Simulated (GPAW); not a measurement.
# Nb2NS2 MXene monolayer: work function by functional and basis, part 2 of 2

How far do functional and basis move the work function of Nb2NS2 MXene monolayer?

GPAW 26.7.0; GPAW, PAW setups; layer in a repeated cell with vacuum, relaxation of atoms and in-plane cell (the session's first sound run).

So far, upper work function (eV): step 3 (the slab's potential, PBE, GPAW) 5.41; step 4 (self-consistent run: xc = "LDA") 5.65; step 5 (self-consistent run: xc = "vdW-DF2", GPAW, PAW setups, GPAW) 5.80; step 6 (self-consistent run: xc = "RPBE") 5.32; step 7 (OptPBE vdW: xc = "optPBE-vdW", GPAW, PAW setups, GPAW) 5.65.

### 8. Self-consistent run: xc = "revPBE"

The same geometry under revPBE, to see how far the functional moves the levels against the vacuum.

File run.py:

```python
import json
import numpy as np
from ase import Atoms
from gpaw import GPAW, PW

slab = Atoms(
    ['S', 'Nb', 'N', 'Nb', 'S'],
    positions=[
        [0.00000, 1.89397, 7.00000],
        [1.64022, 0.94698, 8.61109],
        [0.00000, 0.00000, 9.75574],
        [0.00000, 1.89397, 10.90039],
        [1.64022, 0.94698, 12.51148]],
    cell=[[3.28045, -0.0, 0.0], [-1.64022, 2.84095, 0.0], [0.0, 0.0, 19.5115]],
    pbc=[True, True, False])

slab.calc = GPAW(mode=PW(500), xc='revPBE', kpts={'size': (12, 12, 1), 'gamma': True},
                 occupations={'name': 'fermi-dirac', 'width': 0.05}, nbands='160%',
                 convergence={'density': 1e-05}, maxiter=200,
                 poissonsolver={'dipolelayer': 'xy'},
                 symmetry={'tolerance': 1e-3}, txt='slab.txt')
result = {}
energy = slab.get_potential_energy()
fermi = slab.calc.get_fermi_level()
v = slab.calc.get_electrostatic_potential().mean((0, 1)) - fermi
n = slab.calc.get_pseudo_density().mean((0, 1))
L = slab.cell[2, 2]
z = np.arange(len(v)) * L / len(v)
low, high = slab.positions[:, 2].min(), slab.positions[:, 2].max()
below, above = np.interp([low - 4.8, high + 4.8], z, v)
slopes = [np.interp(x, z, np.gradient(v, z)) for x in (low - 4.8, high + 4.8)]
eps = np.array([[slab.calc.get_eigenvalues(k, s) for k in range(len(slab.calc.get_ibz_k_points()))]
                for s in range(slab.calc.get_number_of_spins())]) - fermi
top, bottom = eps[eps < 0].max(), eps[eps > 0].min()
dipole = slab.get_dipole_moment()[2]
print(f'energy {energy:.4f} eV, Fermi level {fermi:.4f} eV, dipole {dipole:.5f} e A')
print(f'potential 4.8 A off the faces, from the Fermi level: lower {below:.4f} eV, upper {above:.4f} eV')
print(f'slope of the potential there: lower {slopes[0]:.5f}, upper {slopes[1]:.5f} eV/A')
print(f'nearest levels on the mesh: {top:.4f} and {bottom:.4f} eV')
print('magnetic moment', round(slab.get_magnetic_moment(), 3))
result.update(energy=energy, fermi=fermi, dipole=dipole, below=below, above=above, slopes=slopes, edges=[top, bottom],
              z=z.tolist(), v=v.tolist(), n=n.tolist(), positions=slab.positions.tolist(),
              forces=slab.get_forces(apply_constraint=False).tolist(), moments=slab.get_magnetic_moments().tolist())
json.dump(result, open('result.json', 'w'))
```

On the command line:

```bash
OMP_NUM_THREADS=1 OPENBLAS_NUM_THREADS=1 python run.py
```

It took 50 s on 1 thread of Intel Xeon Platinum 8488C (Sapphire Rapids), shared host; peak memory 0.25 GiB.

Numbers from this step:

- dipole along the normal: -3.00e-4 e·Å
- levels nearest the Fermi level on the mesh: -0.05792, 0.1520 eV from the Fermi level
- upper work function: 5.317 eV
- lower work function: 5.311 eV

The upper face's work function is 5.317 eV, against 5.412 eV in the first plane-wave PBE run at this geometry.

### 9. Real-space grid: mode = "fd"

A real-space grid is a second complete basis, so it checks the plane-wave result.

Edit run.py of step 8 so:

```diff
@@ -3,3 +3,3 @@
 from ase import Atoms
-from gpaw import GPAW, PW
+from gpaw import GPAW
 
@@ -16,3 +16,3 @@
 
-slab.calc = GPAW(mode=PW(500), xc='revPBE', kpts={'size': (12, 12, 1), 'gamma': True},
+slab.calc = GPAW(mode='fd', h=0.18, xc='PBE', kpts={'size': (12, 12, 1), 'gamma': True},
                  occupations={'name': 'fermi-dirac', 'width': 0.05}, nbands='160%',
```

Wall time 2.5 min (1 thread); peak memory 0.62 GiB.

This step gave:

```
dipole along the normal                    : -3.08e-4 e·Å
levels nearest the Fermi level on the mesh : -0.05747, 0.1553 eV from the Fermi level
upper work function                        : 5.412 eV
lower work function                        : 5.405 eV
```

The upper face's work function is 5.412 eV, against 5.412 eV in the first plane-wave PBE run at this geometry.

### 10. Atomic orbitals: mode = "lcao"

Atom-centred orbitals end a few angstrom from the surface, which tests how much the density's tail matters.

Edit run.py of step 9 so:

```diff
@@ -16,4 +16,4 @@
 
-slab.calc = GPAW(mode='fd', h=0.18, xc='PBE', kpts={'size': (12, 12, 1), 'gamma': True},
-                 occupations={'name': 'fermi-dirac', 'width': 0.05}, nbands='160%',
+slab.calc = GPAW(mode='lcao', basis='dzp', h=0.18, xc='PBE', kpts={'size': (12, 12, 1), 'gamma': True},
+                 occupations={'name': 'fermi-dirac', 'width': 0.05}, nbands='120%',
                  convergence={'density': 1e-05}, maxiter=200,
```

The job ended after 5.8 min (1 thread; peak memory 0.32 GiB).

This step gave:

- dipole along the normal: -3.09e-4 e·Å
- levels nearest the Fermi level on the mesh: -0.06925, 0.1333 eV from the Fermi level
- upper work function: 5.482 eV
- lower work function: 5.475 eV

The upper face's work function is 5.482 eV, against 5.412 eV in the first plane-wave PBE run at this geometry.

### 11. The ladder

Times are for 1 thread of Intel Xeon Platinum 8488C (Sapphire Rapids), shared host. Results by setting:

```csv
no.,run,upper work function (eV),lower work function (eV),time,memory (GiB)
1,pw,5.412,5.405,50 s,0.25
2,LDA,5.653,5.647,47 s,0.25
3,vdW DF2,5.803,5.797,63 s,0.43
4,RPBE,5.321,5.314,49 s,0.26
5,optPBE vdW,5.654,5.648,62 s,0.43
6,revPBE,5.317,5.311,50 s,0.25
7,fd,5.412,5.405,2.5 min,0.62
8,lcao,5.482,5.475,5.8 min,0.32
```

### 12. Side by side

Results and costs are gathered.

This step: comparison of work functions, dipole and cost (GPAW 26.7.0).

Ladder, by row:

```csv
step,code,"work function, upper (eV)","work function, lower (eV)",dipole (e Å),wall time (s),peak memory (GiB),threads
pw,GPAW,5.412,5.405,-3.00e-4,49.81,0.25,1
LDA,GPAW,5.653,5.647,-3.00e-4,47.09,0.25,1
vdW-DF2,GPAW,5.803,5.797,-2.99e-4,63.46,0.43,1
RPBE,GPAW,5.321,5.314,-3.00e-4,48.66,0.26,1
optPBE-vdW,GPAW,5.654,5.648,-2.99e-4,61.88,0.43,1
revPBE,GPAW,5.317,5.311,-3.00e-4,49.74,0.25,1
fd,GPAW,5.412,5.405,-3.08e-4,152.6,0.62,1
lcao,GPAW,5.482,5.475,-3.09e-4,345.2,0.32,1
```

### 13. Summary of results

| Item | Value |
| --- | --- |
| work function, upper and lower face | 5.412 and 5.405 eV |
| dipole along the normal | -3.0e-4 e Å |

In words: With plane waves and PBE the work function is 5.41 eV on the upper face and 5.41 eV on the lower. Over the sound runs of the table the upper face's work function spans 5.317 (revPBE) to 5.803 eV (vdW-DF2). The starting lattice was a guess from atomic radii; the relaxation moved it by 7 %. The small printed dipole stands for a step of 5.8 meV from the lower to the upper face, and the probes find 6.3 meV; values this small are near the numerical noise of both. The cell holds an odd number of electrons, so without spin polarisation it must come out metallic and without a moment, whatever its true state. The layer's cell and atoms come from the relaxation; spin-orbit coupling and temperature are left out.

[Logs are printed without paths, hosts, clocks, repeated set-up lines and the standing remarks that a program may print on its own settings, such as how far it seeks lower states.]

[Hosts, paths, dates, database ids (printed as entryN), source tags and the programs' standing remarks are cut or masked in the printed files.]
